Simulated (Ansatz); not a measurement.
# A scaling study of G0W0 on Al3GaN4 (P-43m), part 2 of 2

Wanted: scaling of time and memory of G0W0 for Al3GaN4 (P-43m), at one physical accuracy.

Ansatz 0.2.0; G0W0 on PBEsol, plane waves, PAW. Known limits of the many-body steps: not at the basis limit; no spin-orbit coupling; coarse k mesh.

So far. Step 7 (8 threads, 2×2×2 mesh): Against the run with 2×2×2 mesh, 89 empty bands, screening to 60 eV, the gap moves by +0.000 eV. Step 8 (16 atoms (2×1×1 cells), 1×2×2 mesh): The gap on the mesh goes from 3.31 eV to 4.18 eV, a correction of +0.87 eV. Between the two edge states, bare exchange in place of the xc potential would open the gap by 8.70 eV, and correlation takes back 7.83 eV.

## Step 9: 32 atoms (2×2×1 cells), 1×1×2 mesh

The input, input.yaml:

```yaml
crystal:
  lattice:
    - [8.80287706, 0.0, 0.0]
    - [0.0, 8.80287706, 0.0]
    - [0.0, 0.0, 4.40143853]
  atoms:
    - { symbol: Al, position: [0.25, 0.25, 0.0] }
    - { symbol: Al, position: [0.25, 0.0, 0.5] }
    - { symbol: Al, position: [0.0, 0.25, 0.5] }
    - { symbol: Ga, position: [0.0, 0.0, 0.0] }
    - { symbol: "N", position: [0.372081715, 0.372081715, 0.25583657] }
    - { symbol: "N", position: [0.372081715, 0.127918285, 0.74416343] }
    - { symbol: "N", position: [0.127918285, 0.372081715, 0.74416343] }
    - { symbol: "N", position: [0.127918285, 0.127918285, 0.25583657] }
    - { symbol: Al, position: [0.25, 0.75, 0.0] }
    - { symbol: Al, position: [0.25, 0.5, 0.5] }
    - { symbol: Al, position: [0.0, 0.75, 0.5] }
    - { symbol: Ga, position: [0.0, 0.5, 0.0] }
    - { symbol: "N", position: [0.372081715, 0.872081715, 0.25583657] }
    - { symbol: "N", position: [0.372081715, 0.627918285, 0.74416343] }
    - { symbol: "N", position: [0.127918285, 0.872081715, 0.74416343] }
    - { symbol: "N", position: [0.127918285, 0.627918285, 0.25583657] }
    - { symbol: Al, position: [0.75, 0.25, 0.0] }
    - { symbol: Al, position: [0.75, 0.0, 0.5] }
    - { symbol: Al, position: [0.5, 0.25, 0.5] }
    - { symbol: Ga, position: [0.5, 0.0, 0.0] }
    - { symbol: "N", position: [0.872081715, 0.372081715, 0.25583657] }
    - { symbol: "N", position: [0.872081715, 0.127918285, 0.74416343] }
    - { symbol: "N", position: [0.627918285, 0.372081715, 0.74416343] }
    - { symbol: "N", position: [0.627918285, 0.127918285, 0.25583657] }
    - { symbol: Al, position: [0.75, 0.75, 0.0] }
    - { symbol: Al, position: [0.75, 0.5, 0.5] }
    - { symbol: Al, position: [0.5, 0.75, 0.5] }
    - { symbol: Ga, position: [0.5, 0.5, 0.0] }
    - { symbol: "N", position: [0.872081715, 0.872081715, 0.25583657] }
    - { symbol: "N", position: [0.872081715, 0.627918285, 0.74416343] }
    - { symbol: "N", position: [0.627918285, 0.872081715, 0.74416343] }
    - { symbol: "N", position: [0.627918285, 0.627918285, 0.25583657] }
kpoints:
  mp_grid: { grid: [1, 1, 2] }
hamiltonian:
  xc: pbesol
scf:
  occupations: { method: fixed }
gw:
  n_empty_bands: 356
  ecut_chi: 60.0
  qp_bands: [v1, c1]
  qp_kpoints: band_edges
  screening: { model: contour_deformation }
```

Launch:

```bash
$ ansatz run input.yaml --threads 16 --pin off --max-ram 36864MiB --backend cpu --events-out ev --progress --plain --runs-dir out
```

Numbers of over 12 decimals in the logs are rounded to 6 here.

The log of the run:

```text
[...]
Crystal: 32 atoms, lattice volume = 341.070 Å³
Basis set: ecut = 420 eV, 6703 PW (Γ)
Bands: 116, of which v1, the nominal top of the filled ones, is band 84 counted from 1 (83 counted from 0)
Symmetry: 32 space group operations
[...]
k-points: 2
[...]
k-point 1: bands = [... 80 lower, 7.0447, 7.2035, 7.2035, 7.2035, 13.0198, 13.0969, 13.1598, 13.6209, ... 28 higher]
[...]
0    84      7.5746   -22.0907     3.8707   -17.9821  0.7715     7.3360     7.3368  root
     0    85     10.8819    -6.8584    -3.9593   -11.4505  0.8110    11.5195    11.5147  root
     1    84      7.2035   -22.2909     3.8176   -18.1922  0.7703     6.9214     6.9224  root
     1    85     13.0198    -9.7110    -4.3869   -15.3945  0.8041    14.3407    14.3164  root
[key lines of the parts left out:]
SCF converged after 7 iterations
Free energy (F): -27361.686218 eV
Fermi energy:    7.574632 eV
```

Elapsed: 11 s, on 16 threads of Arm Neoverse V2, shared host; peak memory 1.6 GiB.

This step gave:

* bands summed: 440
* RPA ε∞ on this mesh (eigenvalues): 6.122, 6.122, 6.122
* plane waves in the screening matrix: 365
* G0W0 gap on the mesh: 4.178 eV
* k of the valence top: 0, 0, 0
* k of the conduction bottom: 0, 0, 0
* starting gap on the mesh: 3.307 eV
* least direct G0W0 gap on the computed points: 4.178 eV

The gap on the mesh goes from 3.31 eV to 4.18 eV, a correction of +0.87 eV. Between the two edge states, bare exchange in place of the xc potential would open the gap by 8.70 eV, and correlation takes back 7.83 eV.

## Step 10: 64 atoms (2×2×2 cells), 1×1×1 mesh

The input, input.yaml:

```yaml
crystal:
  lattice:
    - [8.80287706, 0.0, 0.0]
    - [0.0, 8.80287706, 0.0]
    - [0.0, 0.0, 8.80287706]
  atoms:
    - { symbol: Al, position: [0.25, 0.25, 0.0] }
    - { symbol: Al, position: [0.25, 0.0, 0.25] }
    - { symbol: Al, position: [0.0, 0.25, 0.25] }
    - { symbol: Ga, position: [0.0, 0.0, 0.0] }
    - { symbol: "N", position: [0.372081715, 0.372081715, 0.127918285] }
    - { symbol: "N", position: [0.372081715, 0.127918285, 0.372081715] }
    - { symbol: "N", position: [0.127918285, 0.372081715, 0.372081715] }
    - { symbol: "N", position: [0.127918285, 0.127918285, 0.127918285] }
    - { symbol: Al, position: [0.25, 0.25, 0.5] }
    - { symbol: Al, position: [0.25, 0.0, 0.75] }
    - { symbol: Al, position: [0.0, 0.25, 0.75] }
    - { symbol: Ga, position: [0.0, 0.0, 0.5] }
    - { symbol: "N", position: [0.372081715, 0.372081715, 0.627918285] }
    - { symbol: "N", position: [0.372081715, 0.127918285, 0.872081715] }
    - { symbol: "N", position: [0.127918285, 0.372081715, 0.872081715] }
    - { symbol: "N", position: [0.127918285, 0.127918285, 0.627918285] }
    - { symbol: Al, position: [0.25, 0.75, 0.0] }
    - { symbol: Al, position: [0.25, 0.5, 0.25] }
    - { symbol: Al, position: [0.0, 0.75, 0.25] }
    - { symbol: Ga, position: [0.0, 0.5, 0.0] }
    - { symbol: "N", position: [0.372081715, 0.872081715, 0.127918285] }
    - { symbol: "N", position: [0.372081715, 0.627918285, 0.372081715] }
    - { symbol: "N", position: [0.127918285, 0.872081715, 0.372081715] }
    - { symbol: "N", position: [0.127918285, 0.627918285, 0.127918285] }
    - { symbol: Al, position: [0.25, 0.75, 0.5] }
    - { symbol: Al, position: [0.25, 0.5, 0.75] }
    - { symbol: Al, position: [0.0, 0.75, 0.75] }
    - { symbol: Ga, position: [0.0, 0.5, 0.5] }
    - { symbol: "N", position: [0.372081715, 0.872081715, 0.627918285] }
    - { symbol: "N", position: [0.372081715, 0.627918285, 0.872081715] }
    - { symbol: "N", position: [0.127918285, 0.872081715, 0.872081715] }
    - { symbol: "N", position: [0.127918285, 0.627918285, 0.627918285] }
    - { symbol: Al, position: [0.75, 0.25, 0.0] }
    - { symbol: Al, position: [0.75, 0.0, 0.25] }
    - { symbol: Al, position: [0.5, 0.25, 0.25] }
    - { symbol: Ga, position: [0.5, 0.0, 0.0] }
    - { symbol: "N", position: [0.872081715, 0.372081715, 0.127918285] }
    - { symbol: "N", position: [0.872081715, 0.127918285, 0.372081715] }
    - { symbol: "N", position: [0.627918285, 0.372081715, 0.372081715] }
    - { symbol: "N", position: [0.627918285, 0.127918285, 0.127918285] }
    - { symbol: Al, position: [0.75, 0.25, 0.5] }
    - { symbol: Al, position: [0.75, 0.0, 0.75] }
    - { symbol: Al, position: [0.5, 0.25, 0.75] }
    - { symbol: Ga, position: [0.5, 0.0, 0.5] }
    - { symbol: "N", position: [0.872081715, 0.372081715, 0.627918285] }
    - { symbol: "N", position: [0.872081715, 0.127918285, 0.872081715] }
    - { symbol: "N", position: [0.627918285, 0.372081715, 0.872081715] }
    - { symbol: "N", position: [0.627918285, 0.127918285, 0.627918285] }
    - { symbol: Al, position: [0.75, 0.75, 0.0] }
    - { symbol: Al, position: [0.75, 0.5, 0.25] }
    - { symbol: Al, position: [0.5, 0.75, 0.25] }
    - { symbol: Ga, position: [0.5, 0.5, 0.0] }
    - { symbol: "N", position: [0.872081715, 0.872081715, 0.127918285] }
    - { symbol: "N", position: [0.872081715, 0.627918285, 0.372081715] }
    - { symbol: "N", position: [0.627918285, 0.872081715, 0.372081715] }
    - { symbol: "N", position: [0.627918285, 0.627918285, 0.127918285] }
    - { symbol: Al, position: [0.75, 0.75, 0.5] }
    - { symbol: Al, position: [0.75, 0.5, 0.75] }
    - { symbol: Al, position: [0.5, 0.75, 0.75] }
    - { symbol: Ga, position: [0.5, 0.5, 0.5] }
    - { symbol: "N", position: [0.872081715, 0.872081715, 0.627918285] }
    - { symbol: "N", position: [0.872081715, 0.627918285, 0.872081715] }
    - { symbol: "N", position: [0.627918285, 0.872081715, 0.872081715] }
    - { symbol: "N", position: [0.627918285, 0.627918285, 0.627918285] }
kpoints:
  mp_grid: { grid: [1, 1, 1] }
hamiltonian:
  xc: pbesol
scf:
  occupations: { method: fixed }
gw:
  n_empty_bands: 712
  ecut_chi: 60.0
  qp_bands: [v1, c1]
  qp_kpoints: band_edges
  screening: { model: contour_deformation }
```

The log of the run:

```text
[...]
Crystal: 64 atoms, lattice volume = 682.141 Å³
Basis set: ecut = 420 eV, 13301 PW (Γ)
Bands: 232, of which v1, the nominal top of the filled ones, is band 168 counted from 1 (167 counted from 0)
Symmetry: 192 space group operations
[...]
k-points: 1
[...]
--- Band table (eV) ---
  k-point 0: bands = [... 164 lower, 7.2035, 7.5746, 7.5746, 7.5746, 10.8819, 10.8819, 10.8819, 11.0072, ... 60 higher]
[...]
gw.qp_kpoints: band_edges: 1 of 1 stored k-point solved, in 1 pass; an edge of the gap read off the rows below is read off those points alone
[...]
0   168      7.5746   -22.0907     3.8711   -17.9821  0.7715     7.3363     7.3371  root
     0   169     10.8819    -6.8584    -3.9594   -11.4505  0.8110    11.5195    11.5147  root
[key lines of the parts left out:]
SCF converged after 7 iterations
Free energy (F): -54723.372436 eV
Fermi energy:    7.574620 eV
```

Run time: 24 s. Hardware: 16 threads; peak memory 3.3 GiB.

Numbers from this step:

```
bands summed                                 : 880
RPA ε∞ on this mesh (eigenvalues)            : 6.122, 6.122, 6.122
plane waves in the screening matrix          : 739
G0W0 gap on the mesh                         : 4.178 eV
k of the valence top                         : 0, 0, 0
k of the conduction bottom                   : 0, 0, 0
starting gap on the mesh                     : 3.307 eV
least direct G0W0 gap on the computed points : 4.178 eV
```

The gap on the mesh goes from 3.31 eV to 4.18 eV, a correction of +0.87 eV. Between the two edge states, bare exchange in place of the xc potential would open the gap by 8.70 eV, and correlation takes back 7.83 eV.

## Step 11: The runs together

A supercell on the folded mesh samples the same points as the primitive cell, so the gap should stay. Times are wall times on shared hardware, named with each run.

| run | mesh | irreducible k | bands | screening plane waves | threads | gap (eV) | time | CPU time | host memory (GiB) |
| --- | --- | --- | --- | --- | --- | --- | --- | --- | --- |
| 8 atoms (1×1×1 cells) | 2×2×2 | 4 | 110 | 81 | 16 | 4.178 | 1 s | 7.5 s | 0.41 |
| no symmetry | 2×2×2 | 8 | 110 | 81 | 16 | 4.178 | 1.7 s | 16 s | 0.56 |
| 1 thread | 2×2×2 | 4 | 110 | 81 | 1 | 4.178 | 5.1 s | 5.1 s | 0.29 |
| 2 threads | 2×2×2 | 4 | 110 | 81 | 2 | 4.178 | 2.8 s | 5.2 s | 0.33 |
| 4 threads | 2×2×2 | 4 | 110 | 81 | 4 | 4.178 | 1.7 s | 5.4 s | 0.40 |
| 8 threads | 2×2×2 | 4 | 110 | 81 | 8 | 4.178 | 1.2 s | 6.2 s | 0.41 |
| 16 atoms (2×1×1 cells) | 1×2×2 | 3 | 220 | 175 | 16 | 4.178 | 3.4 s | 28 s | 0.78 |
| 32 atoms (2×2×1 cells) | 1×1×2 | 2 | 440 | 365 | 16 | 4.178 | 11 s | 1.8 min | 1.6 |
| 64 atoms (2×2×2 cells) | 1×1×1 | 1 | 880 | 739 | 16 | 4.178 | 24 s | 5.5 min | 3.3 |

## Step 12: Summary of results

```yaml
8_atoms_1x1x1_cells: 1 s, gap 4.18 eV
no_symmetry: 1.7 s, gap 4.18 eV
1_thread: 5.1 s, gap 4.18 eV
2_threads: 2.8 s, gap 4.18 eV
4_threads: 1.7 s, gap 4.18 eV
8_threads: 1.2 s, gap 4.18 eV
16_atoms_2x1x1_cells: 3.4 s, gap 4.18 eV
32_atoms_2x2x1_cells: 11 s, gap 4.18 eV
64_atoms_2x2x2_cells: 24 s, gap 4.18 eV
```

What this shows: From 8 to 64 atoms the gap stays within 0.000 eV, while the time grows 23-fold. Over the last step it grows as about the power 1.1 of the size; fewer k points offset part of the fourth-power cost of the screening. Without symmetry the mesh holds 8 points in place of 4, the time changes by less than twofold and the gap changes by +0.000 eV. Going from 1 to 16 threads speeds the run 4.9-fold, an efficiency of about 30 %. The host was shared, so single times are good to a factor of about two.

[Paths, hosts, dates, memory and timing lines, banners, echoed tables and standing remarks are left out of the program output.]

[Logs are printed without paths, hosts, clocks, repeated set-up lines and the standing remarks that a program may print on its own settings, such as how far it seeks lower states.]

[Runs of the session that timed out or met a known fault of the program may be left out.]

[Cells called generated may have been cut or substituted from an entry of the Crystallography Open Database or the Materials Project.]

[Hosts, paths, dates, database ids (printed as entryN), source tags and the programs' standing remarks are cut or masked in the printed files.]
